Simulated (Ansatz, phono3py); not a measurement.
# Scattering channels in SrO (Fm-3m), one at a time, part 3 of 6

The second- and third-order constants of SrO come from an earlier supercell run; what does phono3py make of them?

Experimental results on record:
- thermal conductivity 12 W/m/K near room temperature (given in “Combining the AFLOW GIBBS and Elastic Libraries to efficiently and robustly screen thermo-mechanical properties of solids”, 2017, arXiv:1611.05714)
- thermal conductivity 12 W/m/K near room temperature (given in “Predicting the lattice thermal conductivity of solids by solving the Boltzmann transport equation: AFLOW - AAPL an automated, accurate and efficient framework”, 2017, arXiv:1611.05481)

Ansatz 0.2.0 and phono3py 4.10.0; DFT LDA, scalar-relativistic, plane waves, PAW; PAW set soft_1 (the session's first sound run).

So far, κ at 300 K (W/m/K): step 3 (relaxation-time solution) 17.4; step 8 (q-mesh of the transport sums 11×11×11) 14.3; step 9 (q-mesh of the transport sums 15×15×15) 17.0; step 10 (q-mesh of the transport sums 19×19×19) 17.3; step 11 (q-mesh of the transport sums 25×25×25) 16.9.

The database entry behind the starting cell differs from later determinations by our own check (about 0.5 % short), so it need not match the best structure at ambient conditions.

**13. Boundary scattering, third order supercell 3×3×3, supercell 6×6×6**

A boundary term v/L is added to each rate, a simple model of grains or a thin sample.

This step: DFT LDA, scalar-relativistic, plane waves, PAW; PAW set soft_1; phono3py on Ansatz's force constants (phono3py 4.10.0).

Input file phono3py.yaml:

```yaml
phono3py:
  version: "4.10.0"
  frequency_unit_conversion_factor: 15.633302
  symmetry_tolerance: 1.00000e-05

physical_unit:
  atomic_mass: "AMU"
  length: "angstrom"

space_group:
  type: "Fm-3m"
  number: 225
  Hall_symbol: "-F 4 2 3"

primitive_matrix:
- [  1.000000000000000,  0.000000000000000,  0.000000000000000 ]
- [  0.000000000000000,  1.000000000000000,  0.000000000000000 ]
- [  0.000000000000000,  0.000000000000000,  1.000000000000000 ]

supercell_matrix:
- [   3,   0,   0 ]
- [   0,   3,   0 ]
- [   0,   0,   3 ]

# [primitive_cell block left out]
unit_cell:
  lattice:
  - [     0.000000000000000,     2.532341022000000,     2.532341022000000 ] # a
  - [     2.532341022000000,     0.000000000000000,     2.532341022000000 ] # b
  - [     2.532341022000000,     2.532341022000000,     0.000000000000000 ] # c
  points:
  - symbol: Sr # 1
    coordinates: [  0.500000000000000,  0.500000000000000,  0.500000000000000 ]
    mass: 87.620000
    reduced_to: 1
  - symbol: O # 2
    coordinates: [  0.000000000000000,  0.000000000000000,  0.000000000000000 ]
    mass: 15.999000
    reduced_to: 2

# [supercell block left out]
phonon_supercell_matrix:
- [   6,   0,   0 ]
- [   0,   6,   0 ]
- [   0,   0,   6 ]

# [phonon_primitive_cell block left out]
# [phonon_supercell block left out]
nac:
  born_effective_charge:
  - # 1 (Sr)
    - [  2.473038633522776,  0.000000000000000,  0.000000000000000 ]
    - [  0.000000000000000,  2.473038633522776,  0.000000000000000 ]
    - [  0.000000000000000,  0.000000000000000,  2.473038633522776 ]
  - # 2 (O)
    - [ -2.473038633522776,  0.000000000000000,  0.000000000000000 ]
    - [  0.000000000000000, -2.473038633522776,  0.000000000000000 ]
    - [  0.000000000000000,  0.000000000000000, -2.473038633522776 ]
  dielectric_constant:
    - [  3.864138585864540,  0.000000000000000,  0.000000000000000 ]
    - [  0.000000000000000,  3.864138585864540,  0.000000000000000 ]
    - [  0.000000000000000,  0.000000000000000,  3.864138585864540 ]
  unit_conversion_factor: 14.399645
```

Launch:

```bash
$ phono3py phono3py.yaml --mesh 21 21 21 --br --isotope --boundary-mfp 0.1 --ts 50 100 150 200 300 400 500 600 800 1000
```

The program printed:

```text
[banner, memory and clock lines left out]
Rust backend (phonors) using rayon (8 threads).
Running in phono3py.load mode.
Spglib version 2.8.0
----------------------------- General settings -----------------------------
Run mode: conductivity-RTA
HDF5 data compression filter: gzip
Crystal structure was read from "phono3py.yaml".
Supercell (dim): [3 3 3]
Phonon supercell (dim-fc2): [6 6 6]
Primitive matrix:
  [1. 0. 0.]
  [0. 1. 0.]
  [0. 0. 1.]
Spacegroup: Fm-3m (225)
Use -v option to watch primitive cell, unit cell, and supercell structures.
NAC parameters were read from "phono3py.yaml".
fc3 was read from "fc3.hdf5".
fc2 was read from "fc2.hdf5".
----------------------------- Force constants ------------------------------
Max drift of fc3: 0.00000400 (xxx) 0.00000400 (xxx) 0.00000400 (xxx)
Max drift of fc2: 0.00003000 (xx) 0.00003000 (xx)
--------------------------- Calculation settings ---------------------------
Non-analytical term correction (NAC): True
NAC unit conversion factor:  14.39964
BZ integration: Tetrahedron-method
Temperature:  50.0  100.0  150.0  200.0  300.0 ... 1000.0
Cutoff frequency: 0.01
Mesh sampling: [ 21 21 21 ]
Generating grid system ... [ 21 21 21 ]
fc3-r2q-transformation over three atoms: True
========================== Warning ==========================
 Phonon frequency of band index 1 at Gamma is calculated to be 0.010187.
 But this frequency is forced to be zero.
========================== Warning ==========================
 Phonon frequency of band index 2 at Gamma is calculated to be 0.010187.
 But this frequency is forced to be zero.
========================== Warning ==========================
 Phonon frequency of band index 3 at Gamma is calculated to be 0.010187.
 But this frequency is forced to be zero.
--------------------------- Phonon calculations ----------------------------
  PRB 50, 13035(R) (1994), PRB 55, 10355 (1997)
  G-cutoff distance: 1.30, Number of G-points: 307, Lambda: 0.27
Running harmonic phonon calculations...
-------------------- Lattice thermal conductivity (RTA) --------------------
Running heat capacity calculations...
Running velocity calculations...
Running isotope scattering calculations with tetrahedron method...
======================= Grid point 0 (1/286) =======================
q-point: ( 0.00  0.00  0.00)
Boundary mean free path (micrometer): 0.10000
Mass variance parameters: 6.10e-05 3.36e-05
Number of triplets: 286
Frequency     group velocity (x, y, z)     |gv|
   0.010   (   0.000    0.000    0.000)    0.000
   0.010   (   0.000    0.000    0.000)    0.000
   0.010   (   0.000    0.000    0.000)    0.000
   6.462   (   0.000    0.000    0.000)    0.000
   6.462   (   0.000    0.000    0.000)    0.000
   6.462   (   0.000    0.000    0.000)    0.000
======================= Grid point 1 (2/286) =======================
q-point: ( 0.05  0.00  0.00)
Boundary mean free path (micrometer): 0.10000
Mass variance parameters: 6.10e-05 3.36e-05
Number of triplets: 891
Frequency     group velocity (x, y, z)     |gv|
   0.588   ( -20.497   20.497   20.497)   35.501
   0.588   ( -20.497   20.497   20.497)   35.501
   0.952   ( -33.544   33.544   33.544)   58.099
   6.513   (  -3.563    3.563    3.563)    6.171
   6.513   (  -3.563    3.563    3.563)    6.171
  14.158   (   1.453   -1.453   -1.453)    2.517
[283 grid points left out]
======================= Grid point 2458 (286/286) =======================
q-point: ( 0.71  0.48  0.24)
Boundary mean free path (micrometer): 0.10000
Mass variance parameters: 6.10e-05 3.36e-05
Number of triplets: 2431
Frequency     group velocity (x, y, z)     |gv|
   4.489   (   0.000    0.268    9.591)    9.595
   5.051   (  -0.000   16.273    1.917)   16.386
   5.253   (   0.000  -13.617   -8.946)   16.293
   8.435   (  -0.000   16.306    0.977)   16.335
   8.568   (   0.000  -14.128    3.970)   14.676
   9.860   (  -0.000    3.765  -14.002)   14.500
=================== End of collection of collisions ===================
----------- Thermal conductivity (W/m-k) with tetrahedron method -----------
#  T(K)        xx         yy         zz         yz         xz         xy
   50.0      17.953     17.953     17.953      0.000      0.000     -0.000
  100.0      17.146     17.146     17.146      0.000      0.000     -0.000
  150.0      12.975     12.975     12.975      0.000      0.000     -0.000
  200.0      10.422     10.422     10.422      0.000      0.000     -0.000
  300.0       7.595      7.595      7.595      0.000      0.000     -0.000
  400.0       6.050      6.050      6.050      0.000      0.000     -0.000
  500.0       5.065      5.065      5.065      0.000      0.000     -0.000
  600.0       4.377      4.377      4.377      0.000      0.000     -0.000
  800.0       3.470      3.470      3.470      0.000      0.000     -0.000
 1000.0       2.894      2.894      2.894      0.000     -0.000     -0.000

Thermal conductivity related properties were written into
"kappa-m212121.hdf5".
Summary of calculation was written in "phono3py.yaml".
```

Wall time 58 s (8 threads of AMD EPYC 7R43, shared host); peak memory 0.13 GiB.

Numbers from this step:

| Property | Result |
| --- | --- |
| κ at 300 K | 7.595 W/m/K |
| κ xx, yy, zz at 300 K | 7.595, 7.595, 7.595 W/m/K |

W/m/K. Kappa, by row:

| T (K) | xx | yy | zz | yz | xz | xy |
| --- | --- | --- | --- | --- | --- | --- |
| 50 | 17.95 | 17.95 | 17.95 | 0 | 0 | 0 |
| 100 | 17.15 | 17.15 | 17.15 | 0 | 0 | 0 |
| 150 | 12.98 | 12.98 | 12.98 | 0 | 0 | 0 |
| 200 | 10.42 | 10.42 | 10.42 | 0 | 0 | 0 |
| 300 | 7.595 | 7.595 | 7.595 | 0 | 0 | 0 |
| 400 | 6.05 | 6.05 | 6.05 | 0 | 0 | 0 |
| 500 | 5.065 | 5.065 | 5.065 | 0 | 0 | 0 |
| 600 | 4.377 | 4.377 | 4.377 | 0 | 0 | 0 |
| 800 | 3.47 | 3.47 | 3.47 | 0 | 0 | 0 |
| 1000 | 2.894 | 2.894 | 2.894 | 0 | 0 | 0 |

κ at 300 K goes from 17.4 in the base run to 7.59 W/(m K).

**14. Boundary scattering, third order supercell 3×3×3, supercell 6×6×6 (run 2)**

A boundary term v/L is added to each rate, a simple model of grains or a thin sample.

phono3py.yaml is that of step 13.

Launch:

```bash
$ phono3py phono3py.yaml --mesh 21 21 21 --br --isotope --boundary-mfp 10 --ts 50 100 150 200 300 400 500 600 800 1000
```

The program printed:

```text
[banner, memory and clock lines left out]
Rust backend (phonors) using rayon (8 threads).
Running in phono3py.load mode.
Spglib version 2.8.0
----------------------------- General settings -----------------------------
Run mode: conductivity-RTA
HDF5 data compression filter: gzip
Crystal structure was read from "phono3py.yaml".
Supercell (dim): [3 3 3]
Phonon supercell (dim-fc2): [6 6 6]
Primitive matrix:
  [1. 0. 0.]
  [0. 1. 0.]
  [0. 0. 1.]
Spacegroup: Fm-3m (225)
Use -v option to watch primitive cell, unit cell, and supercell structures.
[...]
----------- Thermal conductivity (W/m-k) with tetrahedron method -----------
#  T(K)        xx         yy         zz         yz         xz         xy
   50.0     164.295    164.295    164.295      0.000     -0.000     -0.000
  100.0      57.760     57.760     57.760      0.000     -0.000     -0.000
  150.0      34.004     34.004     34.004      0.000     -0.000     -0.000
[...]
800.0       6.032      6.032      6.032      0.000     -0.000     -0.000
 1000.0       4.846      4.846      4.846      0.000     -0.000     -0.000

Thermal conductivity related properties were written into
"kappa-m212121.hdf5".
Summary of calculation was written in "phono3py.yaml".
```

It took 61 s on 8 threads; peak memory 0.13 GiB; 6.9 min of CPU time.

Numbers from this step:

```
κ at 300 K            : 15.94 W/m/K
κ xx, yy, zz at 300 K : 15.94, 15.94, 15.94 W/m/K
```

W/m/K. Kappa, by row:

| T (K) | xx | yy | zz | yz | xz | xy |
| --- | --- | --- | --- | --- | --- | --- |
| 50 | 164.3 | 164.3 | 164.3 | 0 | 0 | 0 |
| 100 | 57.76 | 57.76 | 57.76 | 0 | 0 | 0 |
| 150 | 34 | 34 | 34 | 0 | 0 | 0 |
| 200 | 24.44 | 24.44 | 24.44 | 0 | 0 | 0 |
| 300 | 15.94 | 15.94 | 15.94 | 0 | 0 | 0 |
| 400 | 11.93 | 11.93 | 11.93 | 0 | 0 | 0 |
| 500 | 9.568 | 9.568 | 9.568 | 0 | 0 | 0 |
| 600 | 7.998 | 7.998 | 7.998 | 0 | 0 | 0 |
| 800 | 6.032 | 6.032 | 6.032 | 0 | 0 | 0 |
| 1000 | 4.846 | 4.846 | 4.846 | 0 | 0 | 0 |

κ at 300 K goes from 17.4 in the base run to 15.9 W/(m K).

**15. Direct solution of the linearised equation, third order supercell 3×3×3, supercell 6×6×6**

Solving the linearised equation directly keeps the heat that normal processes pass on between modes; it is dearer, so the mesh may be smaller.

phono3py.yaml is that of step 14.

Launch:

```bash
$ phono3py phono3py.yaml --mesh 19 19 19 --lbte --isotope --ts 100 300 600
```

The program printed:

```text
[banner, memory and clock lines left out]
Rust backend (phonors) using rayon (8 threads).
Running in phono3py.load mode.
Spglib version 2.8.0
----------------------------- General settings -----------------------------
Run mode: conductivity-LBTE
HDF5 data compression filter: gzip
Crystal structure was read from "phono3py.yaml".
Supercell (dim): [3 3 3]
Phonon supercell (dim-fc2): [6 6 6]
Primitive matrix:
  [1. 0. 0.]
  [0. 1. 0.]
  [0. 0. 1.]
Spacegroup: Fm-3m (225)
Use -v option to watch primitive cell, unit cell, and supercell structures.
NAC parameters were read from "phono3py.yaml".
fc3 was read from "fc3.hdf5".
fc2 was read from "fc2.hdf5".
----------------------------- Force constants ------------------------------
Max drift of fc3: 0.00000400 (xxx) 0.00000400 (xxx) 0.00000400 (xxx)
Max drift of fc2: 0.00003000 (xx) 0.00003000 (xx)
--------------------------- Calculation settings ---------------------------
Non-analytical term correction (NAC): True
NAC unit conversion factor:  14.39964
BZ integration: Tetrahedron-method
Temperatures: 100.0  300.0  600.0
Cutoff frequency: 0.01
Mesh sampling: [ 19 19 19 ]
Generating grid system ... [ 19 19 19 ]
fc3-r2q-transformation over three atoms: True
========================== Warning ==========================
 Phonon frequency of band index 1 at Gamma is calculated to be 0.010187.
 But this frequency is forced to be zero.
========================== Warning ==========================
 Phonon frequency of band index 2 at Gamma is calculated to be 0.010187.
 But this frequency is forced to be zero.
========================== Warning ==========================
 Phonon frequency of band index 3 at Gamma is calculated to be 0.010187.
 But this frequency is forced to be zero.
--------------------------- Phonon calculations ----------------------------
  PRB 50, 13035(R) (1994), PRB 55, 10355 (1997)
  G-cutoff distance: 1.30, Number of G-points: 307, Lambda: 0.27
Running harmonic phonon calculations...
------------------- Lattice thermal conductivity (LBTE) -------------------
Running heat capacity calculations...
Running velocity calculations...
Running isotope scattering calculations with tetrahedron method...
======================= Grid point 0 (1/220) =======================
q-point: ( 0.00  0.00  0.00)
Boundary mean free path (millimeter): 1000.000
Mass variance parameters: 6.10e-05 3.36e-05
Number of triplets: 220
Frequency     group velocity (x, y, z)     |gv|
   0.010   (   0.000    0.000    0.000)    0.000
   0.010   (   0.000    0.000    0.000)    0.000
   0.010   (   0.000    0.000    0.000)    0.000
   6.462   (   0.000    0.000    0.000)    0.000
   6.462   (   0.000    0.000    0.000)    0.000
   6.462   (   0.000    0.000    0.000)    0.000
======================= Grid point 1 (2/220) =======================
q-point: ( 0.05  0.00  0.00)
Boundary mean free path (millimeter): 1000.000
Mass variance parameters: 6.10e-05 3.36e-05
Number of triplets: 670
Frequency     group velocity (x, y, z)     |gv|
   0.648   ( -20.386   20.386   20.386)   35.310
   0.648   ( -20.386   20.386   20.386)   35.310
   1.051   ( -33.478   33.478   33.478)   57.986
   6.524   (  -3.940    3.940    3.940)    6.824
   6.524   (  -3.940    3.940    3.940)    6.824
  14.154   (   1.580   -1.580   -1.580)    2.737
[217 grid points left out]
======================= Grid point 1647 (220/220) =======================
q-point: (-0.26  0.47  0.21)
Boundary mean free path (millimeter): 1000.000
Mass variance parameters: 6.10e-05 3.36e-05
Number of triplets: 1810
Frequency     group velocity (x, y, z)     |gv|
   4.463   (  12.351    3.185    0.000)   12.755
   5.125   ( -12.391   14.287    0.000)   18.912
   5.204   (   2.065  -15.058   -0.000)   15.199
   8.417   (   2.581   15.627    0.000)   15.838
   8.589   (   1.219  -14.941   -0.000)   14.991
   9.865   ( -14.025    5.600   -0.000)   15.101
=================== End of collection of collisions ===================
- Collision matrix shape (1, 3, 220, 6, 3, 220, 6, 3)
- Averaging collision matrix elements by phonon degeneracy [0.113s]
- Making collision matrix symmetric (Rust) [0.011s]
Diagonalize by scipy.linalg.lapack.dsyev sum=1.2e+02 d=0.0e+00 [78.567s]
Pinv by ignoring 1026/3960 dims under abs(eig)<1.0e-08 (np.dot) [0.014s]
----------- Thermal conductivity (W/m-k) with tetrahedron method -----------
#  T(K)        xx         yy         zz         yz         xz         xy
  100.0      76.441     76.441     76.441      0.000     -0.000     -0.000
  (RTA)      73.964     73.964     73.964     -0.000     -0.000     -0.000
Diagonalize by scipy.linalg.lapack.dsyev sum=3.2e+02 d=5.7e-14 [82.911s]
Pinv by ignoring 1026/3960 dims under abs(eig)<1.0e-08 (np.dot) [0.013s]
#  T(K)        xx         yy         zz         yz         xz         xy
  300.0      17.624     17.624     17.624      0.000     -0.000     -0.000
  (RTA)      17.315     17.315     17.315      0.000     -0.000     -0.000
Diagonalize by scipy.linalg.lapack.dsyev sum=6.3e+02 d=-1.1e-13 [83.156s]
Pinv by ignoring 1026/3960 dims under abs(eig)<1.0e-08 (np.dot) [0.016s]
#  T(K)        xx         yy         zz         yz         xz         xy
  600.0       8.477      8.477      8.477      0.000     -0.000     -0.000
  (RTA)       8.340      8.340      8.340      0.000      0.000     -0.000
Thermal conductivity related properties were written into
"kappa-m191919.hdf5".
Eigenvalues of collision matrix were written into "coleigs-m191919.hdf5"
Summary of calculation was written in "phono3py.yaml".
```

Elapsed: 4.9 min, on 8 threads; peak memory 0.52 GiB.

Numbers from this step:

```yaml
kappa_at_300_k: 17.62 W/m/K
kappa_xx_yy_zz_at_300_k: 17.62, 17.62, 17.62 W/m/K
```

W/m/K. Kappa, by row:

```
T (K)     xx     yy     zz  yz  xz  xy  RTA mean
  100  76.44  76.44  76.44   0   0   0     73.96
  300  17.62  17.62  17.62   0   0   0     17.31
  600  8.477  8.477  8.477   0   0   0      8.34
```

On this mesh the direct solution gives 17.6 W/(m K) at 300 K, against 17.3 in the relaxation-time approximation.

[end of part 3 of 6]

[Logs are printed without paths, hosts, clocks, repeated set-up lines and the standing remarks that a program may print on its own settings, such as how far it seeks lower states.]

[Hosts, paths, dates, database ids (printed as entryN), source tags and the programs' standing remarks are cut or masked in the printed files.]

[A step with changed settings may run another functional than the one named; its input shows which.]
